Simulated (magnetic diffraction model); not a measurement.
**NdAl₄Pd₄: what an assumed order does to the neutron pattern**

Space group P4_2/n (no. 86, origin choice 1), a = 8.3240 Å, c = 4.5370 Å.

| site | atom | x | y | z |
| --- | --- | --- | --- | --- |
| 2a | Nd | 1/2 | 1/2 | 1/2 |
| 8g | Pd | 0.1475 | 0.3723 | 0.8777 |
| 8g | Al | 0.6529 | 0.7694 | 0.1194 |

This is a made-up structure (elements placed in a structure type, unrelaxed), so the numbers test the method and describe no known phase.

Only Nd is taken to order (form factors of Nd3+); orders and moment sizes are assumed, and not adapted to the symmetry. Radiation: neutrons of λ = 4.2 Å, 8° to 100°; isotropic B of 0.38 Å² (Nd), 0.54 Å² (Pd) and 0.71 Å² (Al). The intensities are simulated: I ∝ L Σ (|F_N|² + |F_M⊥|²) for unpolarised neutrons, with F_M = 2.695 fm/μB × Σ f(s) S exp(2πi Q·r) exp(−B s²) at Q = H ± k (one set where k and −k are equivalent), only the part normal to Q counting and L = 1/(sin²θ cos θ). For collinear order S is the moment m, which repeats by lattice and centring translations R with the sign exp(−2πi k·R). Form factors are spin-only for 3d ions and dipole or tabulated for f ions, scattering lengths are Sears's of 1992, and absorption is left out. A label names one of the reflections at its angle. The strongest nuclear line in the range is 100, and lines under 0.2 are left out.

Assume the order k = (0 0 0), collinear moments along [101], 2.24 μB on Nd; signs + at (1/2, 1/2, 1/2), − at (0, 0, 0).

Q: Where does magnetic intensity appear, and how strong is it?

| 2θ (°) | index | nuclear | magnetic |
| --- | --- | --- | --- |
| 29.23 | (1 0 0) | 0.0 | 17.9 |
| 41.80 | (1 1 0) | 4.1 | 0.0 |
| 55.14 | (0 0 1) | 0.0 | 3.5 |
| 60.60 | (2 0 0) | 5.7 | 0.0 |
| 63.63 | (1 0 1) | 9.0 | 0.0 |
| 68.68 | (2 1 0) | 0.0 | 7.7 |
| 71.52 | (1 1 1) | 1.2 | 8.4 |
| 86.42 | (2 0 1) | 7.0 | 6.3 |
| 91.05 | (2 2 0) | 21.4 | 0.0 |
| 93.72 | (2 1 1) | 100.0 | 0.0 |
| 98.37 | (3 0 0) | 0.0 | 2.5 |

The strongest magnetic line in the range is (1 0 0) at 29.23° (17.9). On top of the Lorentz factor, which all lines share, magnetic lines fade with angle because f falls: for Nd3+ it is 0.98, 0.90, 0.79 and 0.54 at sin θ/λ = 0.1, 0.2, 0.3 and 0.5 Å⁻¹, while nuclear lengths stay constant. The order has no net moment.
